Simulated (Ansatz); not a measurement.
# How fast states decay through Rb2InBF6, part 3 of 3

A new crystal, Rb2InBF6: structure, gap and complex bands. It is built by putting Rb for Cs, B for Al in the Cs2AlInF6 structure of space group Fm-3m, with the volume rescaled by atomic radii. The parent structure comes from the Materials Project.

Ansatz 0.2.0; r2SCAN DFT, plane waves, PAW files (the session's first sound run).

So far, gap on the k-mesh (eV): step 3 (band edges) 4.43.

The structure was built from a prototype and need not be the compound's stable phase.

## 7. Band edges at another level, cutoff 1250 eV

This step: r2SCAN DFT, plane waves, norm-conserving files (Ansatz 0.2.0).

The edges again with norm-conserving files, at the same atoms. Against that run the cutoff is 1250 eV against 500.

input.yaml reads:

```yaml
crystal:
  lattice:
    - [0.0, 4.2470471573, 4.2470471573]
    - [4.2470471573, 0.0, 4.2470471573]
    - [4.2470471573, 4.2470471573, 0.0]
  atoms:
    - { symbol: Rb, position: [0.75, 0.75, 0.75] }
    - { symbol: Rb, position: [0.25, 0.25, 0.25] }
    - { symbol: B, position: [0.0, 0.0, 0.0] }
    - { symbol: In, position: [0.5, 0.5, 0.5] }
    - { symbol: F, position: [0.8075564782, 0.1924435218, 0.1924435218] }
    - { symbol: F, position: [0.1924435218, 0.1924435218, 0.8075564782] }
    - { symbol: F, position: [0.1924435218, 0.8075564782, 0.8075564782] }
    - { symbol: F, position: [0.1924435218, 0.8075564782, 0.1924435218] }
    - { symbol: F, position: [0.8075564782, 0.1924435218, 0.8075564782] }
    - { symbol: F, position: [0.8075564782, 0.8075564782, 0.1924435218] }
kpoints:
  mp_grid: { grid: [6, 6, 6] }
  band_path: { path: [VBM, CBM], npoints: 30 }
scf:
  occupations: { method: fixed }
hamiltonian:
  xc: r2scan
  pseudopotentials: { kind: nc }
output:
  eigenvalues: true
```

Command:

```bash
ansatz run input.yaml --threads 2 --pin off --max-ram 4096MiB --backend cpu --events-out ev --progress --plain --runs-dir out
```

Numbers of over 12 decimals in the logs are rounded to 6 here.

Log:

```text
[...]
Crystal: 10 atoms, lattice volume = 153.211 Å³
Basis set: ecut = 1250 eV, 15353 PW (Γ)
Bands: 48, of which v1, the nominal top of the filled ones, is band 38 counted from 1 (37 counted from 0)
Symmetry: 48 space group operations
[...]
k-points: 16 of 216
[...]
SCF iter   1: F=—  HF=-7664.897796 eV  |F-HF|=—  |Δ(HF+E_count)|=         —  Δρ=1.42e-1  dr2=4.55e1  dr2_τ=1.61e1  ethr=3.10e-3  ⟨swp⟩=9.1  Hψ=4217  notcnv=0  defer=121
[...]
SCF iter   9: F=-7651.717117 eV  HF=-7651.717117 eV  |F-HF|=4.74e-9  |Δ(HF+E_count)|=   2.76e-7  Δρ=4.69e-6  dr2=3.17e-8  dr2_τ=3.59e-8  ethr=1.32e-10  ⟨swp⟩=37.1  Hψ=9894  notcnv=0
SCF 1 converged in 9 iterations: F = -7651.717117 eV  dr2 = 3.17e-8
[...]
SCF converged after 9 iterations
Free energy (F): -7651.717117 eV
[...]
Internal energy: -7651.717117 eV  (E = F + TS)
E sigma→0 (E₀):  -7651.717117 eV
Fermi energy:    5.048072 eV
[...]
--- Band table (eV; the first three rows and the last of 16) ---
  k-point 0: bands = [... 34 lower, 2.8150, 2.8150, 2.8150, 3.6283, 9.8584, 9.8584, 9.8584, 12.2721, ... 6 higher]
  k-point 1: bands = [... 34 lower, 2.7877, 2.7877, 2.7998, 3.9215, 9.6916, 10.0194, 10.0194, 12.4848, ... 6 higher]
  k-point 2: bands = [... 34 lower, 2.7385, 2.7385, 2.7681, 4.3388, 9.5360, 10.3426, 10.3426, 13.0852, ... 6 higher]
  k-point 15: bands = [... 34 lower, 2.6669, 2.6958, 2.7637, 4.9788, 10.0125, 10.2407, 10.4225, 12.8957, ... 6 higher]
```

Elapsed: 69 s, on 2 threads of Intel Xeon 6975P-C (Granite Rapids), shared host; peak memory 1.2 GiB.

Numbers from this step:

```yaml
free_energy: -7651.7171 eV
fermi_energy: 5.048 eV
gap_on_the_k_mesh: 4.469 eV
gap_on_path: 4.469 eV, by band count; negative where bands overlap
direct_gap_on_path: 4.854 eV
```

The electronic bands at the labelled points (eV, zero at the Fermi level (highest filled level under fixed occupations); v1 is the highest filled band, c1 the lowest empty one):

```tsv
point	v4	v3	v2	v1	c1	c2	c3	c4
VBM	-2.38	-2.38	-2.24	0.00	4.85	5.31	5.31	7.67
halfway	-2.36	-2.35	-2.28	-0.27	4.77	5.25	5.39	8.05
CBM	-2.33	-2.33	-2.30	-0.55	4.47	5.46	5.46	8.63
```

The searched edges give 4.47 eV, as on the mesh.

## 8. Complex bands at another level

This step: r2SCAN DFT, plane waves, norm-conserving files; complex bands by layer matching along the plane's normal (Ansatz 0.2.0).

The complex bands at that level, over its own gap, at (0, 0) and (-0.5, -0.5).

input.yaml reads:

```yaml
crystal:
  lattice:
    - [6.00623169, 0.0, 0.0]
    - [3.003115845, 5.201549224, 0.0]
    - [3.003115845, 1.733849741, 4.904067639]
  atoms:
    - { symbol: Rb, position: [0.25, 0.25, 0.25] }
    - { symbol: Rb, position: [0.75, 0.75, 0.75] }
    - { symbol: B, position: [0.0, 0.0, 0.0] }
    - { symbol: In, position: [0.5, 0.5, 0.5] }
    - { symbol: F, position: [0.8075564782, 0.8075564782, 0.1924435218] }
    - { symbol: F, position: [0.8075564782, 0.1924435218, 0.1924435218] }
    - { symbol: F, position: [0.1924435218, 0.1924435218, 0.8075564782] }
    - { symbol: F, position: [0.1924435218, 0.8075564782, 0.1924435218] }
    - { symbol: F, position: [0.8075564782, 0.1924435218, 0.8075564782] }
    - { symbol: F, position: [0.1924435218, 0.8075564782, 0.8075564782] }
kpoints:
  mp_grid: { grid: [6, 6, 6] }
scf:
  occupations: { method: fixed }
hamiltonian:
  xc: r2scan
  pseudopotentials: { kind: nc }
output:
  eigenvalues: true
  transmission:
    leads: [[0, 0]]
    kpoints: [[0.0, 0.0], [-0.5, -0.5]]
    e_range: [-1.0, 5.47]
    de: 0.11
```

Log:

```text
Engine: ansatz 0.2.0, x86_64-unknown-linux-gnu
Pseudopotentials: kind: nc
Pseudopotential: Rb, nc, valence charge 9, recommended cutoff 840 eV (normal), Rb.nc.azcp
Pseudopotential: B, nc, valence charge 3, recommended cutoff 1160 eV (normal), B.nc.azcp
Pseudopotential: In, nc, valence charge 13, recommended cutoff 1220 eV (normal), In.nc.azcp
Pseudopotential: F, nc, valence charge 7, recommended cutoff 1250 eV (normal), F.nc.azcp
Functional definition: r2SCAN
  parameter k0 = 0.174
  parameter k1 = 0.065
  parameter a1 = 4.9479
  exchange = r2scan_x(k0 = k0, k1 = k1, a1 = a1)
  correlation = r2scan_c
Error: memory limit exceeded: the `transmission` phase of `transmission` needs 6.79 GiB against the run's memory maximum of 4.00 GiB; largest carriers: transmission 6.43 GiB, unmodelled-tail allowance 0.30 GiB, source scf tables 0.05 GiB, source scf state 0.01 GiB; the layers of output.transmission grow with the square of the cell's cross-section: a lower cutoff or a narrower output.transmission.e_range takes less, and so, most of all in a narrow cell, does a wider de; where no e_range is typed, a fill by count is planned with a gap of 40 thermal energies
with nothing else changed it takes a maximum of at least 6.80 GiB, with nothing to spare, and 7.48 GiB leaves up to a tenth: --max-ram 7.48GiB where that set the maximum, else more of the term that did, and with no share typed, where 7.48 GiB is over 0.88 of the host's memory or its container's limit, a share of 0.88 or more that holds the maximum too (--max-ram-frac F), where one does; The budget is ten elevenths of [...]
`transmission` follows the SCF: where the deck gives it k-points, a mesh or a band count of its own, those are what to reduce (not on a resume, whose deck is fixed)
```

It took 0.21 s on 2 threads; peak memory 0.23 GiB.

The input was rejected at the start.

The program's message: “Error: memory limit exceeded: the `transmission` phase of `transmission` needs 6.79 GiB against the run's memory maximum of 4.00 GiB; largest carriers: transmission 6.43 GiB, unmodelled-tail allowance …”

## 9. A repeat with changed settings: basis.xc_grid = 3 and basis.ecutwfc = "450 eV"

This step: r2SCAN DFT, plane waves, PAW files; complex bands by layer matching along the plane's normal; changed: basis.xc_grid = 3, basis.ecutwfc = "450 eV", magnetization = null (Ansatz 0.2.0).

This run repeats an earlier one, its twin (the complex run, plane (111)), with two settings changed (basis.xc_grid, basis.ecutwfc; files written aside). It is meant to test whether the numerical route changes the result or only the time and whether the cutoff is converged. Where the input is shown as a difference, that is against the step before, not the twin.

Edit input.yaml of step 8 so:

```diff
@@ -22,3 +22,2 @@
   xc: r2scan
-  pseudopotentials: { kind: nc }
 output:
@@ -28,3 +27,6 @@
     kpoints: [[0.0, 0.0], [-0.5, -0.5]]
-    e_range: [-1.0, 5.47]
+    e_range: [-1.0, 5.43]
     de: 0.11
+basis:
+  xc_grid: 3
+  ecutwfc: "450 eV"
```

Log:

```text
Warning: basis.ecutwfc = 450 eV is below the records' recommended 500 eV, and the density's cutoff is lower with it unless basis.ecutrho_ratio is high enough to keep the records' density cutoff: compare with a run at a higher cutoff
[...]
Crystal: 10 atoms, lattice volume = 153.211 Å³
Basis set: ecut = 450 eV, 3287 PW (Γ), exchange–correlation on 135×135×135 points (27 copies of the dense FFT grid, shifted against one another)
Bands: 48, of which v1, the nominal top of the filled ones, is band 38 counted from 1 (37 counted from 0)
Symmetry: 48 space group operations
[...]
k-points: 16 of 216
[...]
SCF iter   1: F=—  HF=-17190.421519 eV  |F-HF|=—  |Δ(HF+E_count)|=         —  Δρ=9.60e-3  dr2=1.16e-1  dr2_τ=2.65e-1  ethr=1.77e-3  ⟨swp⟩=5.0  Hψ=2921  notcnv=0  defer=119
[...]
SCF iter   7: F=-17190.623098 eV  HF=-17190.623098 eV  |F-HF|=2.39e-9  |Δ(HF+E_count)|=   1.57e-7  Δρ=2.55e-6  dr2=1.23e-8  dr2_τ=2.42e-9  ethr=1.32e-10  ⟨swp⟩=13.7  Hψ=3789  notcnv=0
SCF 1 converged in 7 iterations: F = -17190.623098 eV  dr2 = 1.23e-8
[...]
transmission: 9 of 18 steps passed
transmission: 18 of 18 steps passed
SCF converged after 7 iterations
Free energy (F): -17190.623098 eV
[...]
Internal energy: -17190.623098 eV  (E = F + TS)
E sigma→0 (E₀):  -17190.623098 eV
Fermi energy:    4.996951 eV
[...]
--- Band table (eV; the first three rows and the last of 16) ---
  k-point 0: bands = [... 34 lower, 2.7318, 2.7318, 2.7318, 3.5462, 9.7744, 9.7744, 9.7744, 12.1810, ... 6 higher]
  k-point 1: bands = [... 34 lower, 2.7045, 2.7045, 2.7165, 3.8452, 9.6065, 9.9375, 9.9375, 12.3937, ... 6 higher]
  k-point 2: bands = [... 34 lower, 2.6555, 2.6555, 2.6847, 4.2689, 9.4499, 10.2651, 10.2651, 12.9946, ... 6 higher]
  k-point 15: bands = [... 34 lower, 2.5831, 2.6121, 2.6802, 4.9255, 9.9326, 10.1596, 10.3431, 12.8077, ... 6 higher]
--- Transmission ---
  basis      : 295 plane waves across, 9 finite elements along
  points     : 2, as listed
[...]
channels       : 0.000000e0 a spin
[...]
slowest decay  : 0.5242 /Å at (-0.5000, -0.5000)
```

Run time: 80 s. Hardware: 2 threads; peak memory 1.2 GiB; 2 min of CPU time.

Numbers from this step:

* free energy: -17190.6231 eV
* Fermi energy: 4.997 eV
* gap on the k-mesh: 4.434 eV
* decay constant at the filling level, zone centre: 0.5483 Å⁻¹
* decay constant at the filling level, slowest listed point: 0.5242 Å⁻¹

K parallel (0, 0); values up to 1.5 1/Å, a degenerate pair printed once or twice; energies at which all values exceed this have no row. The Im kz of the slowest decaying states by energy, zero at the highest filled level on the SCF mesh:

```tsv
energy (eV)	decay 1 (Å⁻¹)	decay 2 (Å⁻¹)	decay 3 (Å⁻¹)	decay 4 (Å⁻¹)
-1.00	0.595	0.789	0.960	1.03
-0.67	0.611	0.801	0.946	1.08
-0.34	0.248	0.622	0.810	0.925
-0.01	0.397	0.627	0.816	0.895
0.32	0.575	0.629	0.670	0.820
0.54	0.611	0.628	0.821	1.03
0.87	0.599	0.624	0.822	1.06
1.20	0.589	0.617	0.820	1.06
1.53	0.578	0.606	0.816	1.04
1.86	0.564	0.593	0.811	1.03
2.19	0.548	0.576	0.803	1.02
2.52	0.529	0.555	0.793	1.00
2.85	0.506	0.530	0.781	0.987
3.18	0.478	0.499	0.767	0.971
3.51	0.442	0.462	0.75	0.955
3.84	0.394	0.414	0.730	0.937
4.06	0.349	0.373	0.715	0.926
4.39	0.198	0.289	0.690	0.907
4.72	0.119	0.376	0.660	0.889
5.05	0.191	0.434	0.625	0.871
5.38	0.237	0.468	0.584	0.793
```

K parallel (-0.5, -0.5); values up to 1.5 1/Å, a degenerate pair printed once or twice; energies at which all values exceed this have no row. The Im kz of the slowest decaying states by energy, zero at the highest filled level on the SCF mesh:

```tsv
energy (eV)	decay 1 (Å⁻¹)	decay 2 (Å⁻¹)	decay 3 (Å⁻¹)	decay 4 (Å⁻¹)
-1.00	0.303	0.562	0.692	0.849
-0.78	0.227	0.570	0.711	0.866
-0.45	0.577	0.733	0.886	0.907
-0.23	0.580	0.745	0.898	0.908
-0.01	0.581	0.755	0.907	0.908
0.32	0.290	0.581	0.766	0.907
0.54	0.360	0.579	0.771	0.906
0.76	0.411	0.576	0.776	0.904
1.09	0.468	0.569	0.779	0.899
1.31	0.498	0.563	0.780	0.894
1.53	0.524	0.556	0.779	0.889
1.86	0.542	0.558	0.775	0.882
2.08	0.530	0.579	0.771	0.858
2.30	0.517	0.600	0.765	0.814
2.52	0.502	0.629	0.750	0.757
2.85	0.475	0.661	0.742	0.899
3.07	0.453	0.643	0.730	0.901
3.29	0.428	0.624	0.715	0.902
3.62	0.379	0.593	0.688	0.899
3.84	0.336	0.570	0.666	0.888
4.06	0.278	0.543	0.639	0.878
4.39	0.103	0.492	0.588	0.859
4.61	0.345	0.538	0.543	0.845
4.83	0.482	0.553	0.825	0.873
5.16	0.0811	0.303	0.562	0.768
5.38	0.163	0.564	0.695	0.834
```

The least decay constant is 0.524 Å⁻¹ against 0.524 Å⁻¹ in the twin: no change within 1 %.

## 10. What came out

| Property | Result |
| --- | --- |
| band gap | 4.43 eV |
| least decay constant at mid-gap, normal to (111) | 0.524 Å⁻¹ |
| least decay constant at mid-gap, normal to (001) | 0.450 Å⁻¹ |
| least decay constant on a mesh, normal to (111) | 0.522 Å⁻¹ |

What this shows: With r2SCAN, the slowest decay at the wavevectors tried is κ = 0.450 Å⁻¹, normal to (001). Through such a film the transmission near mid-gap falls as exp(−2κd), a factor of ten every 2.6 Å. The decay depends on direction: 1.2 times faster normal to (111). A free electron under a barrier of half the gap would need a mass of 0.35 mₑ to decay at this rate. The compound is made up by substitution; its stability against other phases and against distortions of the cell's symmetry was not tested. r2SCAN still narrows gaps, if less than LDA and GGA do, so real decay constants are likely larger.

[Logs are printed without paths, hosts, clocks, repeated set-up lines and the standing remarks that a program may print on its own settings, such as how far it seeks lower states.]

[Hosts, paths, dates, database ids (printed as entryN), source tags and the programs' standing remarks are cut or masked in the printed files.]
